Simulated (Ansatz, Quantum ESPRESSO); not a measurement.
# SrGeTe3 (Pm-3m): zone-centre phonons, part 2 of 3

Which modes does SrGeTe3 (Pm-3m) have at the zone centre?

Quantum ESPRESSO 8.0 development, patched; DFT LDA, scalar-relativistic, plane waves, PseudoDojo norm-conserving pseudopotentials.

So far. Step 2 (A probe with smearing): No gap opens on this mesh, so smearing is kept; the start stands at 1.6 GPa. Step 4 (Ground state): The cell stands at -0.005 GPa, close enough for phonons. The relaxed cell has a = 5.366 Å (conventional setting).

The structure was built from a prototype and need not be the compound's stable phase.

### Step 5. Linear response at Γ

At q = 0 one unit cell holds all displacements; symmetry groups them into irreducible representations that are solved one by one. With smeared occupations no response to a homogeneous field can be asked.

Contents of ph.in:

```
phonons
 &inputph
    prefix='x',
    outdir='./tmp',
    fildyn='g.dyn',
    tr2_ph=1.0d-18,
    alpha_mix(1)=0.4,
    nmix_ph=8,
 /
0.000000000000 0.000000000000 0.000000000000
```

Run with:

```bash
OMP_NUM_THREADS=1 mpirun -n 4 ph.x -nk 4 -in ph.in > ph.out
```

Log:

```text
[banners, grids, parts of the stress and lines that vanish by symmetry left out]
[banner, memory and clock lines left out]
Program PHONON v.8.0dev

     Dynamical matrices for q-points given in input
     (   1q-points):
       N         xq(1)         xq(2)         xq(3)
       1   0.000000000   0.000000000   0.000000000

     ./tmp/x.save/

     IMPORTANT: XC functional enforced from input :
     Exchange-correlation= PW
                           (   1   4   0   0   0   0   0)
     Any further DFT definition will be discarded
     Please, verify this is what you really want

     G-vector sticks info

     Reading collected, re-writing distributed wavefunctions in ./tmp/

     Number and degeneracy of irreps per q-point
       N         xq(1)         xq(2)         xq(3)   N irreps
       1   0.000000000   0.000000000   0.000000000       5
        3   3   3   3   3

     Calculation of q =    0.0000000   0.0000000   0.0000000

     phonons

     bravais-lattice index     =            0
     lattice parameter (alat)  =      10.1408  a.u.
     unit-cell volume          =    1042.8480 (a.u.)^3
     number of atoms/cell      =            5
     number of atomic types    =            3
     kinetic-energy cut-off    =      82.0000  Ry
     charge density cut-off    =     328.0000  Ry
     convergence threshold     =      1.0E-18
     beta                      =       0.4000
     number of iterations used =            8
     Exchange-correlation= PW
                           (   1   4   0   0   0   0   0)

     celldm(1)=   10.14083  celldm(2)=    0.00000  celldm(3)=    0.00000
     celldm(4)=    0.00000  celldm(5)=    0.00000  celldm(6)=    0.00000

     crystal axes: (cart. coord. in units of alat)
               a(1) = (  1.0000  0.0000  0.0000 )
               a(2) = (  0.0000  1.0000  0.0000 )
               a(3) = (  0.0000  0.0000  1.0000 )

     reciprocal axes: (cart. coord. in units 2 pi/alat)
               b(1) = (  1.0000  0.0000  0.0000 )
               b(2) = (  0.0000  1.0000  0.0000 )
               b(3) = (  0.0000  0.0000  1.0000 )

     Atoms inside the unit cell:

     Cartesian axes

     site n.  atom      mass           positions (alat units)
        1  Sr     87.6200   tau(    1) = (    0.00000    0.00000    0.00000  )
        2  Ge     72.6300   tau(    2) = (    0.50000    0.50000    0.50000  )
        3  Te    127.6000   tau(    3) = (    0.50000    0.50000    0.00000  )
        4  Te    127.6000   tau(    4) = (    0.50000    0.00000    0.50000  )
        5  Te    127.6000   tau(    5) = (    0.00000    0.50000    0.50000  )

     Computing dynamical matrix for
                    q = (   0.0000000   0.0000000   0.0000000 )

     49 Sym.Ops. (with q -> -q+G )

     G cutoff =  854.4004  ( 104943 G-vectors)     FFT grid: ( 60, 60, 60)

     number of k points=    20  Marzari-Vanderbilt smearing, width (Ry)=  0.0200
                       cart. coord. in units 2pi/alat
        k(    1) = (   0.0000000   0.0000000   0.0000000), wk =   0.0092593
        k(    2) = (   0.0000000   0.0000000   0.1666667), wk =   0.0555556
        k(    3) = (   0.0000000   0.0000000   0.3333333), wk =   0.0555556
        [... further k-points left out ...]

     PseudoPot. # 1 for Sr read from file:
     ./pseudo/Sr.upf
     Pseudo is Norm-conserving + core correction, Zval = 10.0
     Using radial grid of 1812 points,  6 beta functions with:
                l(1) =   0
                l(2) =   0
                l(3) =   1
                l(4) =   1
                l(5) =   2
                l(6) =   2

     PseudoPot. # 2 for Ge read from file:
     ./pseudo/Ge.upf
     Pseudo is Norm-conserving + core correction, Zval = 14.0
     Using radial grid of 1524 points,  6 beta functions with:
                l(1) =   0
                l(2) =   0
                l(3) =   1
                l(4) =   1
                l(5) =   2
                l(6) =   2

     PseudoPot. # 3 for Te read from file:
     ./pseudo/Te.upf
     Pseudo is Norm-conserving + core correction, Zval = 16.0
     Using radial grid of 1278 points,  6 beta functions with:
                l(1) =   0
                l(2) =   0
                l(3) =   1
                l(4) =   1
                l(5) =   2
                l(6) =   2

     Mode symmetry, O_h (m-3m)  point group:

     Atomic displacements:
     There are    5 irreducible representations

     Representation     1      3 modes -  To be done

     Representation     2      3 modes -  To be done

     Representation     3      3 modes -  To be done

     Representation     4      3 modes -  To be done

     Representation     5      3 modes -  To be done

     Alpha used in Ewald sum =   2.8000

     Representation #   1 modes #   1   2   3

     Self-consistent Calculation

     The passes end when |ddv_scf|^2 is under  2.6E-20 (on this mesh; tr2_ph alone asks  1.0E-18)
      iter #   1   av.it.:   8.9
      thresh= 1.000E-02 alpha_mix =  0.400 |ddv_scf|^2 =  8.700E-07
      iter #   2   av.it.:  16.1
      thresh= 9.327E-05 alpha_mix =  0.400 |ddv_scf|^2 =  5.906E-08
      iter #   3   av.it.:  16.5
      thresh= 2.430E-05 alpha_mix =  0.400 |ddv_scf|^2 =  9.730E-10
      iter #   4   av.it.:  16.7
      thresh= 3.119E-06 alpha_mix =  0.400 |ddv_scf|^2 =  9.330E-11
      iter #   5   av.it.:  16.4
      thresh= 9.659E-07 alpha_mix =  0.400 |ddv_scf|^2 =  8.438E-12
      iter #   6   av.it.:  16.1
      thresh= 2.905E-07 alpha_mix =  0.400 |ddv_scf|^2 =  1.720E-13
      iter #   7   av.it.:  17.4
      thresh= 4.147E-08 alpha_mix =  0.400 |ddv_scf|^2 =  4.719E-15
      iter #   8   av.it.:  17.2
      thresh= 6.869E-09 alpha_mix =  0.400 |ddv_scf|^2 =  3.780E-16
      iter #   9   av.it.:  17.6
      thresh= 1.944E-09 alpha_mix =  0.400 |ddv_scf|^2 =  2.012E-17
      iter #  10   av.it.:  17.4
      thresh= 4.486E-10 alpha_mix =  0.400 |ddv_scf|^2 =  2.832E-19
      iter #  11   av.it.:  17.4
      thresh= 5.322E-11 alpha_mix =  0.400 |ddv_scf|^2 =  1.417E-20

     End of self-consistent calculation

     Convergence has been achieved

     Representation #   2 modes #   4   5   6

     Self-consistent Calculation

     The passes end when |ddv_scf|^2 is under  2.6E-20 (on this mesh; tr2_ph alone asks  1.0E-18)
      iter #   1   av.it.:   8.0
      thresh= 1.000E-02 alpha_mix =  0.400 |ddv_scf|^2 =  1.285E-06
      iter #   2   av.it.:  15.7
      thresh= 1.134E-04 alpha_mix =  0.400 |ddv_scf|^2 =  1.216E-07
      iter #   3   av.it.:  15.8
      thresh= 3.486E-05 alpha_mix =  0.400 |ddv_scf|^2 =  1.492E-09
[...]
End of self-consistent calculation

     Convergence has been achieved

     Representation #   3 modes #   7   8   9

     Self-consistent Calculation

     The passes end when |ddv_scf|^2 is under  2.6E-20 (on this mesh; tr2_ph alone asks  1.0E-18)
[...]
End of self-consistent calculation

     Convergence has been achieved

     Representation #   4 modes #  10  11  12

     Self-consistent Calculation

     The passes end when |ddv_scf|^2 is under  2.6E-20 (on this mesh; tr2_ph alone asks  1.0E-18)
[...]
End of self-consistent calculation

     Convergence has been achieved

     Representation #   5 modes #  13  14  15

     Self-consistent Calculation

     The passes end when |ddv_scf|^2 is under  2.6E-20 (on this mesh; tr2_ph alone asks  1.0E-18)
[...]
iter #   4   av.it.:  16.7
      thresh= 1.614E-06 alpha_mix =  0.400 |ddv_scf|^2 =  7.497E-13
      iter #   5   av.it.:  15.9
      thresh= 8.659E-08 alpha_mix =  0.400 |ddv_scf|^2 =  1.496E-13
      iter #   6   av.it.:  16.7
      thresh= 3.868E-08 alpha_mix =  0.400 |ddv_scf|^2 =  1.903E-15
      iter #   7   av.it.:  17.2
      thresh= 4.362E-09 alpha_mix =  0.400 |ddv_scf|^2 =  3.606E-17
      iter #   8   av.it.:  17.0
      thresh= 6.005E-10 alpha_mix =  0.400 |ddv_scf|^2 =  3.442E-18
      iter #   9   av.it.:  17.5
      thresh= 1.855E-10 alpha_mix =  0.400 |ddv_scf|^2 =  4.013E-20
      iter #  10   av.it.:  17.9
      thresh= 2.003E-11 alpha_mix =  0.400 |ddv_scf|^2 =  1.462E-22

     End of self-consistent calculation

     Convergence has been achieved

     Number of q in the star =    1
     List of q in the star:
          1   0.000000000   0.000000000   0.000000000

     Diagonalizing the dynamical matrix

     q = (    0.000000000   0.000000000   0.000000000 )

 **************************************************************************
     freq (    1) =      -1.237990 [THz] =     -41.294893 [cm-1]
     freq (    2) =      -1.237990 [THz] =     -41.294893 [cm-1]
     freq (    3) =      -1.237990 [THz] =     -41.294893 [cm-1]
     freq (    4) =       0.042401 [THz] =       1.414345 [cm-1]
     freq (    5) =       0.042401 [THz] =       1.414345 [cm-1]
     freq (    6) =       0.042401 [THz] =       1.414345 [cm-1]
     freq (    7) =       0.620877 [THz] =      20.710243 [cm-1]
     freq (    8) =       0.620877 [THz] =      20.710243 [cm-1]
     freq (    9) =       0.620877 [THz] =      20.710243 [cm-1]
     freq (   10) =       0.638172 [THz] =      21.287122 [cm-1]
     freq (   11) =       0.638172 [THz] =      21.287122 [cm-1]
     freq (   12) =       0.638172 [THz] =      21.287122 [cm-1]
     freq (   13) =       5.214530 [THz] =     173.938003 [cm-1]
     freq (   14) =       5.214530 [THz] =     173.938003 [cm-1]
     freq (   15) =       5.214530 [THz] =     173.938003 [cm-1]
 **************************************************************************

     Mode symmetry, O_h (m-3m)  point group:

     freq (   1-   3) =        -41.3  [cm-1]   --> T_1u G_15  G_4- I
     freq (   4-   6) =          1.4  [cm-1]   --> T_1u G_15  G_4- I
     freq (   7-   9) =         20.7  [cm-1]   --> T_1u G_15  G_4- I
     freq (  10-  12) =         21.3  [cm-1]   --> T_2u G_25  G_5-
     freq (  13-  15) =        173.9  [cm-1]   --> T_1u G_15  G_4- I
```

It took 30 min on 4 MPI ranks of Intel Xeon 6975P-C (Granite Rapids), shared host.

Numbers from this step:

```yaml
largest_acoustic_frequency_at_the_zone_centre_before_the_sum_rule: 1.41 cm⁻¹
highest_optical_zone_centre_mode_no_lo_to_term: 173.9 cm⁻¹
lowest_optical_zone_centre_mode: -41.29 cm⁻¹
```

The acoustic modes at Γ come out as far as 1.4 cm⁻¹ from zero, where they should vanish, a small numerical error. The lowest optical mode is imaginary, 41i cm⁻¹, an instability at this level and on this k mesh.

### Step 6. Zone-centre analysis

A rigid shift of the crystal must cost nothing, but grids and finite bases break this; the acoustic sum rule is imposed before the matrix is diagonalised again.

Contents of dynmat.in:

```
 &input
    fildyn='g.dyn',
    asr='simple',
    fileig='dynmat.eig',
 /
```

Run with:

```bash
dynmat.x -in dynmat.in > dynmat.out
```

Log:

```text
[banner, memory and clock lines left out]
Program DYNMAT v.8.0dev

     Reading Dynamical Matrix from file g.dyn
     ...Force constants read
     ...epsilon and Z* not read (not found on file)
     A direction for q was not specified:TO-LO splitting will be absent

     Polarizability (A^3 units)
     multiply by 1.000000 for Clausius-Mossotti correction (not under assume_isolated = 'mt')
         0.000000    0.000000    0.000000
         0.000000    0.000000    0.000000
         0.000000    0.000000    0.000000

     IR activities are in (D/A)^2/amu units

# mode   [cm-1]    [THz]      IR
    1    -41.32   -1.2389    0.0000
    2    -41.32   -1.2389    0.0000
    3    -41.32   -1.2389    0.0000
    4     -0.00   -0.0000    0.0000
    5     -0.00   -0.0000    0.0000
    6      0.00    0.0000    0.0000
    7     20.66    0.6194    0.0000
    8     20.66    0.6194    0.0000
    9     20.66    0.6194    0.0000
   10     21.24    0.6368    0.0000
   11     21.24    0.6368    0.0000
   12     21.24    0.6368    0.0000
   13    173.93    5.2143    0.0000
   14    173.93    5.2143    0.0000
   15    173.93    5.2143    0.0000

[end of the log left out, with the tail of the file of modes that dynmat.x writes under the same name]
```

It took 0.66 s on 1 thread.

Numbers from this step:

```
lowest optical zone-centre mode : -41.32 cm⁻¹
```

Unit eigenvectors of the mass-weighted matrix after the sum rule; no LO-TO term. The modes at Γ (shares of kinetic energy by element, %) (negative means imaginary):

| mode | frequency (cm⁻¹) | Sr % | Ge % | Te % |
| --- | --- | --- | --- | --- |
| 1 | -41.3 | 18 | 28 | 54 |
| 2 | -41.3 | 18 | 28 | 54 |
| 3 | -41.3 | 18 | 28 | 54 |
| 4 | 0.0 | 16 | 13 | 70 |
| 5 | 0.0 | 16 | 13 | 70 |
| 6 | 0.0 | 16 | 13 | 70 |
| 7 | 20.7 | 66 | 20 | 14 |
| 8 | 20.7 | 66 | 20 | 14 |
| 9 | 20.7 | 66 | 20 | 14 |
| 10 | 21.2 | 0 | 0 | 100 |
| 11 | 21.2 | 0 | 0 | 100 |
| 12 | 21.2 | 0 | 0 | 100 |
| 13 | 173.9 | 0 | 39 | 61 |
| 14 | 173.9 | 0 | 39 | 61 |
| 15 | 173.9 | 0 | 39 | 61 |

Displacements in mode 2 (-41.3 cm⁻¹), the largest set to 1:
```
Sr1  0.22 -0.15  0.73
Ge2  0.30 -0.20  1.00
Te3 -0.21  0.14  0.34
Te4 -0.21 -0.07 -0.71
Te5  0.10  0.14 -0.71
```

Displacements in mode 15 (173.9 cm⁻¹), the largest set to 1:
```
Sr1  0.00  0.00  0.01
Ge2  0.00  0.00 -1.00
Te3  0.00  0.00  0.92
Te4  0.00  0.00 -0.18
Te5  0.00  0.00 -0.18
```

The rule moves no optical mode by more than 0.1 cm⁻¹.

### Step 7. Sum rules set otherwise: a sum rule for molecules or wires on a crystal

This rule also removes rotations, which suits wires and not a crystal; it is tried to see the harm.

Contents of dynmat.in:

```
 &input
    fildyn='g.dyn',
    asr='one-dim',
    fileig='dynmat.eig',
 /
```

Run with:

```bash
dynmat.x -in dynmat.in > dynmat.out
```

Log:

```text
[banner, memory and clock lines left out]
Program DYNMAT v.8.0dev

     Reading Dynamical Matrix from file g.dyn
     ...Force constants read
     ...epsilon and Z* not read (not found on file)
asr rotation axis in 1D system=    3
     Acoustic Sum Rule: || Z*(ASR) - Z*(orig)|| =    0.000000E+00
     Acoustic Sum Rule: ||dyn(ASR) - dyn(orig)||=    4.826322E-02
     A direction for q was not specified:TO-LO splitting will be absent

     Polarizability (A^3 units)
     multiply by 1.000000 for Clausius-Mossotti correction (not under assume_isolated = 'mt')
         0.000000    0.000000    0.000000
         0.000000    0.000000    0.000000
         0.000000    0.000000    0.000000

     IR activities are in (D/A)^2/amu units

# mode   [cm-1]    [THz]      IR
    1    -41.30   -1.2380    0.0000
    2    -41.30   -1.2380    0.0000
    3    -40.81   -1.2235    0.0000
    4     -0.00   -0.0000    0.0000
    5     -0.00   -0.0000    0.0000
    6     -0.00   -0.0000    0.0000
    7      0.00    0.0000    0.0000
    8     20.71    0.6209    0.0000
    9     20.71    0.6209    0.0000
   10     21.29    0.6382    0.0000
   11     21.29    0.6382    0.0000
   12     21.39    0.6413    0.0000
   13    173.94    5.2145    0.0000
   14    173.94    5.2145    0.0000
   15    175.76    5.2691    0.0000

     -0.000000 [THz] =      -0.000000 [cm-1]
[end of the log left out, with the tail of the file of modes that dynmat.x writes under the same name]
```

Elapsed: 0.72 s, on 1 thread.

The run ended normally, but on settings that are not sound.

The fault: a sum rule for molecules or wires on a crystal; 1 optical mode is projected out to zero frequency, as if it were a rotation.

For a crystal the rule has to be 'simple' or 'crystal'.

Zone-centre frequencies as printed; negative means imaginary. Modes:

| mode | frequency (cm⁻¹) |
| --- | --- |
| 1 | -41.3 |
| 2 | -41.3 |
| 3 | -40.81 |
| 4 | 0 |
| 5 | 0 |
| 6 | 0 |
| 7 | 0 |
| 8 | 20.71 |
| 9 | 20.71 |
| 10 | 21.29 |
| 11 | 21.29 |
| 12 | 21.39 |
| 13 | 173.9 |
| 14 | 173.9 |
| 15 | 175.8 |

### Step 8. Sum rules set otherwise (asr crystal)

The rule can be imposed in more than one way; the choices should agree where the raw error is small.

Contents of dynmat.in:

```
 &input
    fildyn='g.dyn',
    asr='crystal',
    fileig='dynmat.eig',
 /
```

Run with:

```bash
dynmat.x -in dynmat.in > dynmat.out
```

Log:

```text
[banner, memory and clock lines left out]
Program DYNMAT v.8.0dev

     Reading Dynamical Matrix from file g.dyn
     ...Force constants read
     ...epsilon and Z* not read (not found on file)
     Acoustic Sum Rule: || Z*(ASR) - Z*(orig)|| =    0.000000E+00
     Acoustic Sum Rule: ||dyn(ASR) - dyn(orig)||=    3.045131E-05
     A direction for q was not specified:TO-LO splitting will be absent

     Polarizability (A^3 units)
     multiply by 1.000000 for Clausius-Mossotti correction (not under assume_isolated = 'mt')
         0.000000    0.000000    0.000000
         0.000000    0.000000    0.000000
         0.000000    0.000000    0.000000

     IR activities are in (D/A)^2/amu units

# mode   [cm-1]    [THz]      IR
    1    -41.30   -1.2380    0.0000
    2    -41.30   -1.2380    0.0000
    3    -41.30   -1.2380    0.0000
    4     -0.00   -0.0000    0.0000
    5     -0.00   -0.0000    0.0000
    6      0.00    0.0000    0.0000
    7     20.71    0.6209    0.0000
    8     20.71    0.6209    0.0000
    9     20.71    0.6209    0.0000
   10     21.29    0.6382    0.0000
   11     21.29    0.6382    0.0000
   12     21.29    0.6382    0.0000
   13    173.94    5.2145    0.0000
   14    173.94    5.2145    0.0000
   15    173.94    5.2145    0.0000

[end of the log left out, with the tail of the file of modes that dynmat.x writes under the same name]
```

Elapsed: 0.73 s, on 1 thread.

Numbers from this step:

```yaml
lowest_optical_zone_centre_mode: -41.3 cm⁻¹
```

Zone-centre frequencies as printed; negative means imaginary. Modes:

| mode | frequency (cm⁻¹) |
| --- | --- |
| 1 | -41.3 |
| 2 | -41.3 |
| 3 | -41.3 |
| 4 | 0 |
| 5 | 0 |
| 6 | 0 |
| 7 | 20.71 |
| 8 | 20.71 |
| 9 | 20.71 |
| 10 | 21.29 |
| 11 | 21.29 |
| 12 | 21.29 |
| 13 | 173.9 |
| 14 | 173.9 |
| 15 | 173.9 |

Against the first rule no mode moves by more than 0.1 cm⁻¹.

[end of part 2 of 3]

[Host names and launcher messages were left out of these logs when they were recorded.]

[Logs are printed without paths, hosts, clocks, repeated set-up lines and the standing remarks that a program may print on its own settings, such as how far it seeks lower states.]

[Hosts, paths, dates, database ids (printed as entryN), source tags and the programs' standing remarks are cut or masked in the printed files.]
